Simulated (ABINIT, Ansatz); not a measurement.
# A GW run on Si3N4 (Fd-3m) in ABINIT, with inputs changed

What do changed inputs do to GW on Si3N4 (Fd-3m)?

Main program and level: ABINIT 10.8.3; PBE and many-body steps on it, plane waves.

## 1. The structure

The structure is cubic, space group Fd-3m (No. 227). The conventional cell has a = 7.787 Å, b = 7.787 Å, c = 7.787 Å, α = 90.00°, β = 90.00°, γ = 90.00°. Nearest to Si lie 6 N at 1.89 Å. Si has 4 N at 1.79 Å nearest. Nearest to N lie 4 Si at 1.79 to 1.89 Å. Farther neighbours and most contacts between anions are not listed.

The cell and positions are those that the Materials Project relaxed with its own functionals (PBE, PBE+U or r2SCAN), kept fixed. This is not the form that Si3N4 usually takes at ambient conditions.

## 2. Screening, 4×4×4 mesh, 368 bands, screening to 212.2 eV

This step: ABINIT 10.8.3; RPA screening on PBE, plane waves, norm-conserving pseudopotentials.

The RPA dielectric matrix is built and inverted for each q.

Input file run.abi:

```
acell 3*1.0 Angstrom
rprim 
  -0.000000000000 3.893718000000 3.893718000000
  3.893718000000 0.000000000000 3.893718000000
  3.893718000000 3.893718000000 -0.000000000000
ntypat 2
znucl 14 7
natom 14
typat 1 1 1 1 1 1 2 2 2 2 2 2 2 2
xred 
  0.125000000000 0.125000000000 0.625000000000
  0.125000000000 0.625000000000 0.125000000000
  0.625000000000 0.125000000000 0.125000000000
  0.125000000000 0.125000000000 0.125000000000
  0.750000000000 0.750000000000 0.750000000000
  0.500000000000 0.500000000000 0.500000000000
  0.367563000000 0.367563000000 0.367563000000
  0.352689000000 0.882437000000 0.882437000000
  0.882437000000 0.882437000000 0.352689000000
  0.882437000000 0.352689000000 0.882437000000
  0.367563000000 0.367563000000 0.897311000000
  0.367563000000 0.897311000000 0.367563000000
  0.882437000000 0.882437000000 0.882437000000
  0.897311000000 0.367563000000 0.367563000000
pp_dirpath "pseudos"
pseudos "Si.upf, N.upf"
ecut 36
ngkpt 4 4 4
nshiftk 1
shiftk 0 0 0
kptopt 1
chksymbreak 0
istwfk *1
occopt 1
irdwfk 1
optdriver 3
nband 368
ecuteps 7.8
inclvkb 2
awtr 1
symchi 1
indata_prefix "in"
outdata_prefix "out"
tmpdata_prefix "tmp"
```

On the command line:

```
$ OMP_NUM_THREADS=1 mpirun -n 16 abinit run.abi > log
```

What it wrote:

```text
.Version 10.8.3 of ABINIT. v10.8.2 released Aug 2026.

 Symmetries : space group Fd -3 m (#227); Bravais cF (face-center cubic)
[... echo of the input left out ...]
== DATASET  1 ==================================================================
-   mpi_nproc: 16, omp_nthreads: 1 (-1 if OMP is not activated)

--- !DatasetInfo
iteration_state: {dtset: 1, }
dimensions: {natom: 14, nkpt: 8, mband: 368, nsppol: 1, nspinor: 1, nspden: 1, mpw: 8242, }
cutoff_energies: {ecut:  36.0, pawecutdg:  -1.0, }
electrons: {nelect:   6.40000000E+01, charge:   0.00000000E+00, occopt:   1.00000000E+00, tsmear:   1.00000000E-02, }

 SCREENING: Calculation of the susceptibility and dielectric matrices

 Based on a program developped by R.W. Godby, V. Olevano, G. Onida, and L. Reining.
 Incorporated in ABINIT by V. Olevano, G.-M. Rignanese, and M. Torrent.
.Using double precision arithmetic ; gwpc =  8

[... cell and pseudopotentials left out ...]
--------------------------------------------------------------------------------

 ==== K-mesh for the wavefunctions ====
 Number of points in the irreducible wedge :     8
[... list of points left out ...]
 Together with 48 symmetry operations and time-reversal symmetry
 yields    64 points in the full Brillouin Zone.

 ==== Q-mesh for the screening function ====
 Number of points in the irreducible wedge :     8
[... list of points left out ...]
 Together with 48 symmetry operations and time-reversal symmetry
 yields    64 points in the full Brillouin Zone.

 setmesh: FFT mesh size selected  =    48x   48x   48
          total number of points  =       110592

 vcoul_init : cutoff-mode = AUXILIARY_FUNCTION
 q-points for optical limit:   1
     1)      0.000010    0.000020    0.000030

- screening: taking advantage of time-reversal symmetry
- Maximum band index for partially occupied states nbvw = 32
- Remaining bands to be divided among processors   nbcw = 336
- Number of bands treated by each node ~21

 Number of electrons calculated from density =   64.0000; Expected =   64.0000
 average of density, n =  0.080327
 r_s =    1.4378
 omega_plasma =   27.3392 [eV]

 calculating chi0 at frequencies [eV] :
  1    0.000000E+00    0.000000E+00
  2    0.000000E+00    2.733918E+01

--------------------------------------------------------------------------------
  q-point number  1        q = ( 0.000000, 0.000000, 0.000000) [r.l.u.]
--------------------------------------------------------------------------------
[... chi0 elements left out ...]
 For q-point:  0.000010 0.000020 0.000030
  dielectric constant =   4.9856
  dielectric constant without local fields =   5.4332

  Average fulfillment of the sum rule on Im[epsilon] for q-point    1 :     82.82  [%]
[... wings left out ...]
  q-point number  2        q = ( 0.250000, 0.000000, 0.000000) [r.l.u.]
--------------------------------------------------------------------------------
[... chi0 elements left out ...]
  Average fulfillment of the sum rule on Im[epsilon] for q-point    2 :     87.70  [%]

 [... 6 further q-points ...]
```

The job ended after 29 min (16 MPI ranks of Arm Neoverse N1, shared host; peak memory 17 GiB).

This step gave:

```yaml
eps_infinity_with_local_fields_on_this_mesh_along_the_program_s_q_direction: 4.986
the_same_without_local_fields: 5.433
plasma_frequency: 27.34 eV
plane_waves_in_the_screening_matrix: 869
```

Local fields lower ε∞ by 8 %.

## 3. Base

The self-energy is evaluated for the states that the input lists, and the levels follow from it, in one-shot runs by the linearised quasiparticle equation.

This step: G0W0 on PBE, plane waves, norm-conserving pseudopotentials.

run.abi: that of step 2 with these lines changed.

```diff
@@ -35,8 +35,17 @@
 irdwfk 1
-optdriver 3
+optdriver 4
 nband 368
+gwcalctyp 0
+ecutsigx 36
+symsigma 1
+nkptgw 2
+kptgw 
+  -0.2500000000 0.2500000000 0.0000000000
+  0.0000000000 0.0000000000 0.0000000000
+bdgw 
+  31 34
+  30 35
 ecuteps 7.8
-inclvkb 2
-awtr 1
-symchi 1
+irdscr 1
+ppmodel 1
 indata_prefix "in"
```

What it wrote:

```text
.Version 10.8.3 of ABINIT. v10.8.2 released Aug 2026.

 Symmetries : space group Fd -3 m (#227); Bravais cF (face-center cubic)
[... echo of the input left out ...]
== DATASET  1 ==================================================================
-   mpi_nproc: 16, omp_nthreads: 1 (-1 if OMP is not activated)

--- !DatasetInfo
iteration_state: {dtset: 1, }
dimensions: {natom: 14, nkpt: 8, mband: 368, nsppol: 1, nspinor: 1, nspden: 1, mpw: 8242, }
cutoff_energies: {ecut:  36.0, pawecutdg:  -1.0, }
electrons: {nelect:   6.40000000E+01, charge:   0.00000000E+00, occopt:   1.00000000E+00, tsmear:   1.00000000E-02, }

 SIGMA: Calculation of the GW corrections

 Based on a program developped by R.W. Godby, V. Olevano, G. Onida, and L. Reining.
 Incorporated in ABINIT by V. Olevano, G.-M. Rignanese, and M. Torrent.
.Using double precision arithmetic ; gwpc =  8

[... cell and pseudopotentials left out ...]
--------------------------------------------------------------------------------

 ==== K-mesh for the wavefunctions ====
 Number of points in the irreducible wedge :     8
[... list of points left out ...]
 Together with 48 symmetry operations and time-reversal symmetry
 yields    64 points in the full Brillouin Zone.

 ==== Q-mesh for screening function ====
 Number of points in the irreducible wedge :     8
[... list of points left out ...]
 Together with 48 symmetry operations and time-reversal symmetry
 yields    64 points in the full Brillouin Zone.

 vcoul_init : cutoff-mode = AUXILIARY_FUNCTION
 q-points for optical limit:   1
     1)      0.000010    0.000020    0.000030
 setmesh: FFT mesh size selected  =    60x   60x   60
          total number of points  =       216000

 Number of electrons calculated from density =   64.0000; Expected =   64.0000
 average of density, n =  0.080327
 r_s =    1.4378
 omega_plasma =   27.3392 [eV]

 === KS Band Gaps ===
  >>>> For spin  1
   Minimum direct gap =   3.4065 [eV], located at k-point      :   0.0000  0.0000  0.0000
   Fundamental gap    =   3.3982 [eV], Top of valence bands at :  -0.2500  0.2500  0.0000
                                       Bottom of conduction at :   0.0000  0.0000  0.0000
 SIGMA fundamental parameters:
 PLASMON POLE MODEL  1
 number of plane-waves for SigmaX                 8099
 number of plane-waves for SigmaC and W            869
 number of plane-waves for wavefunctions          8099
 number of bands                                   368
 number of independent spin polarizations            1
 number of spinorial components                      1
 number of k-points in IBZ                           8
 number of q-points in IBZ                           8
 number of symmetry operations                      48
 number of k-points in BZ                           64
 number of q-points in BZ                           64
 number of frequencies for dSigma/dE                 9
 frequency step for dSigma/dE [eV]                0.25
 number of omega for Sigma on real axis              0
 max omega for Sigma on real axis  [eV]           0.00
 zcut for avoiding poles [eV]                     0.10

 EPSILON^-1 parameters (SCR file):
 dimension of the eps^-1 matrix on file            869
 dimension of the eps^-1 matrix used               869
 number of plane-waves for wavefunctions          8099
 number of bands                                   368
 number of q-points in IBZ                           8
 number of frequencies                               2
 number of real frequencies                          1
 number of imag frequencies                          1

 matrix elements of self-energy operator (all in [eV])

 Perturbative Calculation

--- !SelfEnergy_ee
iteration_state: {dtset: 1, }
kpoint     : [  -0.250,    0.250,    0.000, ]
spin       : 1
KS_gap     :    5.115
QP_gap     :    6.276
Delta_QP_KS:    1.161
data: !SigmaeeData |
     Band     E0 <VxcDFT>   SigX SigC(E0)      Z dSigC/dE  Sig(E)    E-E0       E
       31   6.775 -16.875 -20.847   3.151   0.805  -0.242 -17.536  -0.661   6.114
       32   7.618 -17.761 -21.506   3.065   0.806  -0.241 -18.309  -0.548   7.070
       33  12.732 -11.639  -6.570  -4.335   0.836  -0.196 -11.026   0.613  13.346
       34  13.235 -12.251  -7.001  -4.393   0.832  -0.202 -11.538   0.713  13.948

--- !SelfEnergy_ee
iteration_state: {dtset: 1, }
kpoint     : [   0.000,    0.000,    0.000, ]
spin       : 1
KS_gap     :    3.406
QP_gap     :    4.519
Delta_QP_KS:    1.113
data: !SigmaeeData |
     Band     E0 <VxcDFT>   SigX SigC(E0)      Z dSigC/dE  Sig(E)    E-E0       E
       30   7.609 -17.688 -21.460   3.044   0.806  -0.240 -18.275  -0.587   7.023
       31   7.609 -17.688 -21.460   3.044   0.806  -0.240 -18.275  -0.587   7.023
       32   7.609 -17.688 -21.460   3.044   0.806  -0.240 -18.275  -0.587   7.023
       33  11.016 -11.369  -6.697  -4.046   0.839  -0.191 -10.843   0.526  11.542
       34  11.016 -11.369  -6.697  -4.046   0.839  -0.191 -10.843   0.526  11.542
       35  11.016 -11.369  -6.697  -4.046   0.839  -0.191 -10.843   0.526  11.542

== END DATASET(S) ==============================================================
================================================================================

 -outvars: echo values of variables after computation  --------
           etotal      0.0000000000E+00
            nband         368
             nkpt           8
          spgroup         227
 [... the other variables as echoed above ...]

 Calculation completed.
```

Elapsed: 4.4 min, on 16 MPI ranks; peak memory 14 GiB; 70 min of CPU time.

Numbers from this step:

| Quantity | Value |
| --- | --- |
| G0W0 gap on the points computed | 4.472 eV |
| starting gap on the mesh | 3.398 eV |
| k of the valence top | -0.25, 0.25, 0 |
| k of the conduction bottom | 0, 0, 0 |
| Z at the valence top | 0.806 |
| Z at the conduction bottom | 0.839 |
| least direct G0W0 gap on the computed points | 4.519 eV |

The gap on the mesh goes from 3.40 eV to 4.47 eV, a correction of +1.07 eV.

(Part 1 of 2 ends here.)

[Paths, hosts, dates, memory and timing lines, banners, echoed tables and standing remarks are left out of the program output.]

[Logs are printed without paths, hosts, clocks, repeated set-up lines and the standing remarks that a program may print on its own settings, such as how far it seeks lower states.]

[Runs of the session that timed out or met a known fault of the program may be left out.]

[Hosts, paths, dates, database ids (printed as entryN), source tags and the programs' standing remarks are cut or masked in the printed files.]

[G0W0 gaps are taken among the corrected bands and points alone; a level outside them can change the order at an edge.]

[Where Ansatz stands beside ABINIT at settings called matched, ABINIT's density can come from a denser mesh and the files from another edition; pairs whose starting gaps differed by over 0.03 eV were left out, so agreement reads better than it is.]
